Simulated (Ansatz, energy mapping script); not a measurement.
# LiNiSe2 in the alpha-NaFeO2 structure: exchange couplings from total energies, part 2 of 2

Wanted: the magnetic order of LiNiSe2 in the alpha-NaFeO2 structure, its couplings and an estimate of its ordering temperature, by PBEsol+U (3.6 eV).

PBEsol with U = 3.6 eV on Ni d, ortho-atomic projectors; plane waves, U on orthogonalised atomic orbitals unless named otherwise, collinear spin, no spin–orbit coupling.

So far. Step 4 (Compensated +− start in cell A (8 atoms)): The run ends antiferromagnetic, 52.56 meV a magnetic atom above the parallel order of its cell (energies taken at zero occupation width, not the printed F). Step 5 (Order 3: parallel, cell B of 12 atoms): The run ends ferromagnetic. For each magnetic atom its energy differs from the parallel run of the first cell by -2.92 meV, an error that one common reference would have brought in.

## (6) Order 4: uncompensated ++−, cell B of 12 atoms

This order reverses 4 of the 6 neighbours at 3.52 Å, 0 of the 6 neighbours at 6.10 Å and 2.67 of the 6 neighbours at 6.34 Å, counted for an average magnetic atom.

Input file input.yaml:

```yaml
crystal:
  lattice:
    - [-5.279473224, -3.048105288, 8.519e-06]
    - [-5.279473224, 3.048105288, -8.519e-06]
    - [-1.759824408, -1.016051877, -6.003814541]
  atoms:
    - { symbol: Li, position: [0.666666667, 0.666666667, 0.0] }
    - { symbol: Li, position: [0.333333333, 0.333333333, 0.0] }
    - { symbol: Li, position: [0.0, 0.0, 0.0] }
    - { symbol: Ni, position: [0.166666667, 0.666666667, 0.5], spin: 2.0 }
    - { symbol: Ni, position: [0.833333333, 0.333333333, 0.5], spin: 2.0 }
    - { symbol: Ni, position: [0.5, 0.0, 0.5], spin: -2.0 }
    - { symbol: Se, position: [0.908472077, 0.666666667, 0.27458377] }
    - { symbol: Se, position: [0.575138743, 0.333333333, 0.27458377] }
    - { symbol: Se, position: [0.24180541, 0.0, 0.27458377] }
    - { symbol: Se, position: [0.424861257, 0.666666667, 0.72541623] }
    - { symbol: Se, position: [0.091527923, 0.333333333, 0.72541623] }
    - { symbol: Se, position: [0.75819459, 0.0, 0.72541623] }
magnetization:
  spin_polarized: true
kpoints:
  mp_grid: { grid: [6, 6, 5] }
hamiltonian:
  xc: pbesol
  hubbard:
    sites:
      - { species: Ni, l: d, u_eff: 3.6 }
      - { site: 3, l: d, u_eff: 3.6, starting_ns: [{ spin: up, occupation_matrix: ni2_major }, { spin: down, occupation_matrix: ni2_minor }] }
      - { site: 4, l: d, u_eff: 3.6, starting_ns: [{ spin: up, occupation_matrix: ni2_major }, { spin: down, occupation_matrix: ni2_minor }] }
      - { site: 5, l: d, u_eff: 3.6, starting_ns: [{ spin: up, occupation_matrix: ni2_minor }, { spin: down, occupation_matrix: ni2_major }] }
    projectors: ortho-atomic
    occupation_matrices:
      ni2_major:
        matrix:
          - [0.989, 0.0, 0.0, 0.0, 0.0]
          - [0.0, 0.945, 0.0, 0.0, 0.031]
          - [0.0, 0.0, 0.945, 0.031, 0.0]
          - [0.0, 0.0, 0.031, 0.965, 0.0]
          - [0.0, 0.031, 0.0, 0.0, 0.965]
      ni2_minor:
        matrix:
          - [0.984, 0.0, 0.0, 0.0, 0.0]
          - [0.0, 0.639, 0.0, 0.0, 0.229]
          - [0.0, 0.0, 0.639, 0.229, 0.0]
          - [0.0, 0.0, 0.229, 0.833, 0.0]
          - [0.0, 0.229, 0.0, 0.0, 0.833]
scf:
  occupations: { method: fermi_dirac, width: 0.05 }
output:
  eigenvalues: true
```

Launch:

```console
$ ansatz run input.yaml --threads 4 --pin off --max-ram 8192MiB --backend cpu --events-out ev --progress --plain --runs-dir out
```

Numbers of over 12 decimals in the logs are rounded to 6 here.

What it wrote:

```text
[...]
Crystal: 12 atoms, lattice volume = 193.232 Å³
Basis set: ecut = 420 eV, 3779 PW (Γ)
Bands: 99, of which v1, the nominal top of the filled ones, is band 80 counted from 1 (79 counted from 0)
Symmetry: 2 space group operations
k-points: 92 of 180
[...]
Starting moments: Σ|m| = 6 μB on 3 of 12 sites
[...]
k-point 1 ↑: bands = [... 76 lower, 9.6435, 9.6782, 10.3057, 10.3071, 10.4071, 10.4143, 11.7319, 11.7348, ... 15 higher]
  k-point 2 ↑: bands = [... 76 lower, 9.5987, 9.7171, 10.2355, 10.2371, 10.3740, 10.4713, 11.7540, 11.7729, ... 15 higher]
  k-point 91 ↓: bands = [... 76 lower, 9.0170, 9.2535, 10.1219, 10.2704, 10.9493, 11.1643, 11.5720, 11.6836, ... 15 higher]
Occupation matrices written to <dir>
[key lines of the parts left out:]
SCF converged after 18 iterations
Magnetization: 0.5901 μB (79.7950 up, 79.2050 down)
Free energy (F): -50571.112569 eV
Fermi energy:    10.163411 eV
```

Wall time 1.8 min (4 threads of Arm Neoverse V1, shared host); peak memory 2.8 GiB; 7.2 min of CPU time.

The run ends ferrimagnetic, 68.14 meV a magnetic atom above the parallel order of its cell (energies taken at zero occupation width, not the printed F).

## (7) Order 5: parallel, cell C of 8 atoms

A new cell needs its own zero of energy.

Input file input.yaml:

```yaml
crystal:
  lattice:
    - [-3.519648816, 0.0, 0.0]
    - [0.0, 6.096210576, -1.7038e-05]
    - [1.759824408, -1.016051877, -6.003814541]
  atoms:
    - { symbol: Li, position: [0.0, 0.0, 0.0] }
    - { symbol: Li, position: [0.5, 0.5, 0.0] }
    - { symbol: Ni, position: [0.25, 0.75, 0.5], spin: 2.0 }
    - { symbol: Ni, position: [0.75, 0.25, 0.5], spin: 2.0 }
    - { symbol: Se, position: [0.637291885, 0.879097295, 0.27458377] }
    - { symbol: Se, position: [0.137291885, 0.379097295, 0.27458377] }
    - { symbol: Se, position: [0.862708115, 0.620902705, 0.72541623] }
    - { symbol: Se, position: [0.362708115, 0.120902705, 0.72541623] }
magnetization:
  spin_polarized: true
kpoints:
  mp_grid: { grid: [9, 5, 9] }
hamiltonian:
  xc: pbesol
  hubbard:
    sites:
      - { species: Ni, l: d, u_eff: 3.6 }
      - { site: 2, l: d, u_eff: 3.6, starting_ns: [{ spin: up, occupation_matrix: ni2_major }, { spin: down, occupation_matrix: ni2_minor }] }
      - { site: 3, l: d, u_eff: 3.6, starting_ns: [{ spin: up, occupation_matrix: ni2_major }, { spin: down, occupation_matrix: ni2_minor }] }
    projectors: ortho-atomic
    occupation_matrices:
      ni2_major:
        matrix:
          - [0.989, 0.0, 0.0, 0.0, 0.0]
          - [0.0, 0.945, 0.0, 0.0, 0.031]
          - [0.0, 0.0, 0.945, 0.031, 0.0]
          - [0.0, 0.0, 0.031, 0.965, 0.0]
          - [0.0, 0.031, 0.0, 0.0, 0.965]
      ni2_minor:
        matrix:
          - [0.984, 0.0, 0.0, 0.0, 0.0]
          - [0.0, 0.639, 0.0, 0.0, 0.229]
          - [0.0, 0.0, 0.639, 0.229, 0.0]
          - [0.0, 0.0, 0.229, 0.833, 0.0]
          - [0.0, 0.229, 0.0, 0.0, 0.833]
scf:
  occupations: { method: fermi_dirac, width: 0.05 }
output:
  eigenvalues: true
```

What it wrote:

```text
[...]
Crystal: 8 atoms, lattice volume = 128.821 Å³
Basis set: ecut = 420 eV, 2519 PW (Γ)
Bands: 66, of which v1, the nominal top of the filled ones, is band 53 counted from 1 (52 counted from 0)
Symmetry: 8 space group operations
[...]
k-points: 115 of 405
[...]
Starting moments: Σ|m| = 4 μB on 2 of 8 sites
[...]
k-point 1 ↑: bands = [... 49 lower, 9.4471, 9.7111, 10.3401, 10.3416, 10.4002, 11.1986, 11.1992, 13.9853, ... 9 higher]
  k-point 2 ↑: bands = [... 49 lower, 9.1445, 9.8975, 10.2975, 10.2990, 10.6089, 11.2263, 11.2268, 13.8230, ... 9 higher]
  k-point 114 ↓: bands = [... 49 lower, 8.2373, 8.2802, 8.4169, 11.0302, 11.4034, 11.7012, 11.8864, 14.0243, ... 9 higher]
Occupation matrices written to <dir>
[key lines of the parts left out:]
SCF converged after 15 iterations
Magnetization: 2.0953 μB (54.0476 up, 51.9524 down)
Free energy (F): -33714.198004 eV
Fermi energy:    10.244572 eV
```

It took 52 s on 4 threads; peak memory 1.7 GiB; 3.3 min of CPU time.

The run ends ferromagnetic. For each magnetic atom its energy differs from the parallel run of the first cell by 0.98 meV, an error that one common reference would have brought in.

## (8) Compensated +− start in cell C (8 atoms)

This order reverses 4 of the 6 neighbours at 3.52 Å, 4 of the 6 neighbours at 6.10 Å and 2 of the 6 neighbours at 6.34 Å, counted for an average magnetic atom.

input.yaml: that of step 7 with these lines changed.

```diff
@@ -9,3 +9,3 @@
     - { symbol: Ni, position: [0.25, 0.75, 0.5], spin: 2.0 }
-    - { symbol: Ni, position: [0.75, 0.25, 0.5], spin: 2.0 }
+    - { symbol: Ni, position: [0.75, 0.25, 0.5], spin: -2.0 }
     - { symbol: Se, position: [0.637291885, 0.879097295, 0.27458377] }
@@ -24,3 +24,3 @@
       - { site: 2, l: d, u_eff: 3.6, starting_ns: [{ spin: up, occupation_matrix: ni2_major }, { spin: down, occupation_matrix: ni2_minor }] }
-      - { site: 3, l: d, u_eff: 3.6, starting_ns: [{ spin: up, occupation_matrix: ni2_major }, { spin: down, occupation_matrix: ni2_minor }] }
+      - { site: 3, l: d, u_eff: 3.6, starting_ns: [{ spin: up, occupation_matrix: ni2_minor }, { spin: down, occupation_matrix: ni2_major }] }
     projectors: ortho-atomic
```

What it wrote:

```text
[...]
Crystal: 8 atoms, lattice volume = 128.821 Å³
Basis set: ecut = 420 eV, 2519 PW (Γ)
Bands: 66, of which v1, the nominal top of the filled ones, is band 53 counted from 1 (52 counted from 0)
Symmetry: 4 space group operations
[...]
k-points: 115 of 405
[...]
Starting moments: Σ|m| = 4 μB on 2 of 8 sites
[...]
k-point 1 ↑: bands = [... 49 lower, 9.7292, 10.1480, 10.3281, 10.3439, 10.7488, 11.7753, 11.8044, 14.1038, ... 9 higher]
  k-point 2 ↑: bands = [... 49 lower, 9.1837, 10.2863, 10.2963, 10.4491, 10.9113, 11.8140, 11.8507, 13.9381, ... 9 higher]
  k-point 114 ↓: bands = [... 49 lower, 7.8985, 8.1974, 8.3304, 10.1801, 10.5624, 11.5093, 11.6119, 13.9331, ... 9 higher]
Occupation matrices written to <dir>
[key lines of the parts left out:]
SCF converged after 21 iterations
Magnetization: -0.0000 μB (53.0000 up, 53.0000 down)
Free energy (F): -33714.082813 eV
Fermi energy:    10.175838 eV
```

Run time: 70 s. Hardware: 4 threads; peak memory 1.7 GiB.

The run ends antiferromagnetic, 60.83 meV a magnetic atom above the parallel order of its cell (energies taken at zero occupation width, not the printed F).

## (9) Order 7: parallel, cell D of 8 atoms

A new cell needs its own zero of energy.

This run holds the same structure in another cell (b 6.096 → 3.520 Å, c 6.338 → 12.178 Å, α 99.2 → 81.7°, β 106.1 → 81.7°, γ 90.0 → 60.0°).

Input file input.yaml:

```yaml
crystal:
  lattice:
    - [1.759824408, -3.048105288, 8.519e-06]
    - [3.519648816, 0.0, 0.0]
    - [1.759824408, -1.016001534, 12.007637601]
  atoms:
    - { symbol: Li, position: [0.0, 0.0, 0.0] }
    - { symbol: Li, position: [0.5, 0.5, 0.5] }
    - { symbol: Ni, position: [0.75, 0.75, 0.75], spin: 2.0 }
    - { symbol: Ni, position: [0.25, 0.25, 0.25], spin: 2.0 }
    - { symbol: Se, position: [0.879097295, 0.879097295, 0.362708115] }
    - { symbol: Se, position: [0.379097295, 0.379097295, 0.862708115] }
    - { symbol: Se, position: [0.620902705, 0.620902705, 0.137291885] }
    - { symbol: Se, position: [0.120902705, 0.120902705, 0.637291885] }
magnetization:
  spin_polarized: true
kpoints:
  mp_grid: { grid: [10, 10, 10] }
hamiltonian:
  xc: pbesol
  hubbard:
    sites:
      - { species: Ni, l: d, u_eff: 3.6 }
      - { site: 2, l: d, u_eff: 3.6, starting_ns: [{ spin: up, occupation_matrix: ni2_major }, { spin: down, occupation_matrix: ni2_minor }] }
      - { site: 3, l: d, u_eff: 3.6, starting_ns: [{ spin: up, occupation_matrix: ni2_major }, { spin: down, occupation_matrix: ni2_minor }] }
    projectors: ortho-atomic
    occupation_matrices:
      ni2_major:
        matrix:
          - [0.989, 0.0, 0.0, 0.0, 0.0]
          - [0.0, 0.945, 0.0, 0.0, 0.031]
          - [0.0, 0.0, 0.945, 0.031, 0.0]
          - [0.0, 0.0, 0.031, 0.965, 0.0]
          - [0.0, 0.031, 0.0, 0.0, 0.965]
      ni2_minor:
        matrix:
          - [0.984, 0.0, 0.0, 0.0, 0.0]
          - [0.0, 0.639, 0.0, 0.0, 0.229]
          - [0.0, 0.0, 0.639, 0.229, 0.0]
          - [0.0, 0.0, 0.229, 0.833, 0.0]
          - [0.0, 0.229, 0.0, 0.0, 0.833]
scf:
  occupations: { method: fermi_dirac, width: 0.05 }
output:
  eigenvalues: true
```

What it wrote:

```text
[...]
Crystal: 8 atoms, lattice volume = 128.821 Å³
Basis set: ecut = 420 eV, 2495 PW (Γ)
Bands: 66, of which v1, the nominal top of the filled ones, is band 53 counted from 1 (52 counted from 0)
Symmetry: 8 space group operations
k-points: 282 of 1000
[...]
Starting moments: Σ|m| = 4 μB on 2 of 8 sites
[...]
k-point 1 ↑: bands = [... 49 lower, 10.2250, 10.3554, 10.3554, 11.1905, 11.1905, 11.2733, 11.2733, 14.9230, ... 9 higher]
  k-point 2 ↑: bands = [... 49 lower, 10.2339, 10.3446, 10.3446, 11.1977, 11.1977, 11.2679, 11.2679, 14.9046, ... 9 higher]
  k-point 281 ↓: bands = [... 49 lower, 8.0249, 8.2407, 8.3745, 10.9189, 11.3522, 11.9513, 11.9893, 13.6212, ... 9 higher]
Occupation matrices written to <dir>
[key lines of the parts left out:]
SCF converged after 15 iterations
Magnetization: 2.0871 μB (54.0436 up, 51.9564 down)
Free energy (F): -33714.201232 eV
Fermi energy:    10.261335 eV
```

Run time: 1.8 min. Hardware: 4 threads; peak memory 3.5 GiB; 7 min of CPU time.

The run ends ferromagnetic. For each magnetic atom its energy differs from the parallel run of the first cell by -0.73 meV, an error that one common reference would have brought in.

## (10) Order 8: compensated +−, cell D of 8 atoms

This order reverses 0 of the 6 neighbours at 3.52 Å, 0 of the 6 neighbours at 6.10 Å and 6 of the 6 neighbours at 6.34 Å, counted for an average magnetic atom.

input.yaml: that of step 9 with these lines changed.

```diff
@@ -9,3 +9,3 @@
     - { symbol: Ni, position: [0.75, 0.75, 0.75], spin: 2.0 }
-    - { symbol: Ni, position: [0.25, 0.25, 0.25], spin: 2.0 }
+    - { symbol: Ni, position: [0.25, 0.25, 0.25], spin: -2.0 }
     - { symbol: Se, position: [0.879097295, 0.879097295, 0.362708115] }
@@ -24,3 +24,3 @@
       - { site: 2, l: d, u_eff: 3.6, starting_ns: [{ spin: up, occupation_matrix: ni2_major }, { spin: down, occupation_matrix: ni2_minor }] }
-      - { site: 3, l: d, u_eff: 3.6, starting_ns: [{ spin: up, occupation_matrix: ni2_major }, { spin: down, occupation_matrix: ni2_minor }] }
+      - { site: 3, l: d, u_eff: 3.6, starting_ns: [{ spin: up, occupation_matrix: ni2_minor }, { spin: down, occupation_matrix: ni2_major }] }
     projectors: ortho-atomic
```

What it wrote:

```text
[...]
Crystal: 8 atoms, lattice volume = 128.821 Å³
Basis set: ecut = 420 eV, 2495 PW (Γ)
Bands: 66, of which v1, the nominal top of the filled ones, is band 53 counted from 1 (52 counted from 0)
Symmetry: 4 space group operations
k-points: 282 of 1000
[...]
Starting moments: Σ|m| = 4 μB on 2 of 8 sites
[...]
k-point 1 ↑: bands = [... 49 lower, 10.2098, 10.3398, 10.3398, 11.2588, 11.2588, 12.0435, 12.0435, 14.9685, ... 9 higher]
  k-point 2 ↑: bands = [... 49 lower, 10.2190, 10.3295, 10.3295, 11.2599, 11.2599, 12.0435, 12.0435, 14.9525, ... 9 higher]
  k-point 281 ↓: bands = [... 49 lower, 7.9387, 8.0012, 8.3585, 9.9733, 10.6095, 11.7049, 11.7209, 13.5181, ... 9 higher]
Occupation matrices written to <dir>
[key lines of the parts left out:]
SCF converged after 15 iterations
Magnetization: 0.0000 μB (53.0000 up, 53.0000 down)
Free energy (F): -33714.110330 eV
Fermi energy:    10.141211 eV
```

The job ended after 56 s (4 threads; peak memory 3.2 GiB; 3.7 min of CPU time).

The run ends antiferromagnetic, 47.52 meV a magnetic atom above the parallel order of its cell (energies taken at zero occupation width, not the printed F).

## (11) The fit

Each energy difference is a sum of couplings weighted by the pairs that the order reverses. A few near shells are fitted to the differences by least squares. Energies are those extrapolated to zero occupation width, not the free energies F.

The orders that converged (zero: parallel moments in the same cell):

| order | atoms | energy (meV a magnetic atom) | moments (μB) | moments kept as typed | opposed neighbours at 3.52, 6.10, 6.34 Å |
| --- | --- | --- | --- | --- | --- |
| parallel in cell A | 8 | 0.00 | 0.93 | yes | 0, 0, 0 |
| compensated +− in cell A | 8 | 52.56 | 0.86 | yes | 4, 4, 4 |
| parallel in cell B | 12 | 0.00 | 0.93 | yes | 0, 0, 0 |
| uncompensated ++− in cell B | 12 | 68.14 | 0.78 to 0.91 | yes | 4, 0, 2.67 |
| parallel in cell C | 8 | 0.00 | 0.93 | yes | 0, 0, 0 |
| compensated +− in cell C | 8 | 60.83 | 0.83 | yes | 4, 4, 2 |
| parallel in cell D | 8 | 0.00 | 0.92 | yes | 0, 0, 0 |
| compensated +− in cell D | 8 | 47.52 | 0.86 | yes | 0, 0, 6 |

Fitted to E = −Σ J e·e over ordered pairs of unit vectors (J > 0 favours parallel moments):

| pair | distance (Å) | neighbours | J (meV) |
| --- | --- | --- | --- |
| Ni–Ni | 3.52 | 6 | 6.09 |
| Ni–Ni | 6.10 | 6 | -1.73 |
| Ni–Ni | 6.34 | 6 | 3.64 |

These orders cannot tell some unfitted shells from fitted ones: the value at 3.52 Å holds J(3.52) + J(7.04) + 2 J(9.31), the value at 6.10 Å holds J(6.10) − J(7.04) and the value at 6.34 Å holds J(6.34) + 2 J(8.06); other unfitted shells add to the values wholly or in part.

Adding the shell at 7.25 Å gives 5.9, -1.8, 2.5 and 1.5 meV, an exact solve that tests nothing.

Limits of this fit: moments change by up to 16 % between orders; it misses the energies by up to 11 meV, so no temperature is drawn.

## (12) Beside the first set of runs

The first set of orders, under PBEsol+U (1.2 eV), took 38 min of CPU time summed over its finished orders (seed run apart), these 43 min.

The two sets resolve different shells, so couplings and temperatures are not set side by side. The lowest order is parallel here and parallel in the first set.

## (13) Results

```json
{
 "lowest order tried": "parallel",
 "largest fitted value (a combination of shells), Ni–Ni at 3.52 Å": "6.09 meV"
}
```

**Reading.** Of the orders tried, LiNiSe2 in the alpha-NaFeO2 structure prefers parallel moments under PBEsol+U (3.6 eV). The largest fitted value is 6.1 meV, at 3.52 Å. It is a combination of shells that these orders cannot split, so neither its size nor its sign can be laid on that pair alone. The orders also reverse pairs at 7.04 and 7.25 Å, which are not fitted, so the fitted values hold their part too. With 4 differences for 3 couplings the fit misses by 11 meV at most, which is not small: farther shells, terms beyond the Heisenberg form or the mesh can cause that. In the fitted orders moments change by up to 16 % against the parallel run of the same cell, so a model of fixed spins is doubtful here. Every order is gapless on its mesh at this level. In a metal exchange reaches farther, and a short model of fixed moments is less apt; where the compound is in fact an insulator, these couplings come from a wrongly metallic state. The cell was built from a prototype and relaxed; a distortion that needs a larger cell, or another structure that the compound may prefer, is not captured.

[Logs and program files are shortened in this print: banners, set-up blocks, solver, clock and traceback lines can be left out without a mark of their own.]

[Logs are printed without paths, hosts, clocks, repeated set-up lines and the standing remarks that a program may print on its own settings, such as how far it seeks lower states.]

[Hosts, paths, dates, database ids (printed as entryN), source tags and the programs' standing remarks are cut or masked in the printed files.]

[Where a cell is said to come from a database of computed structures, the database is the Materials Project.]
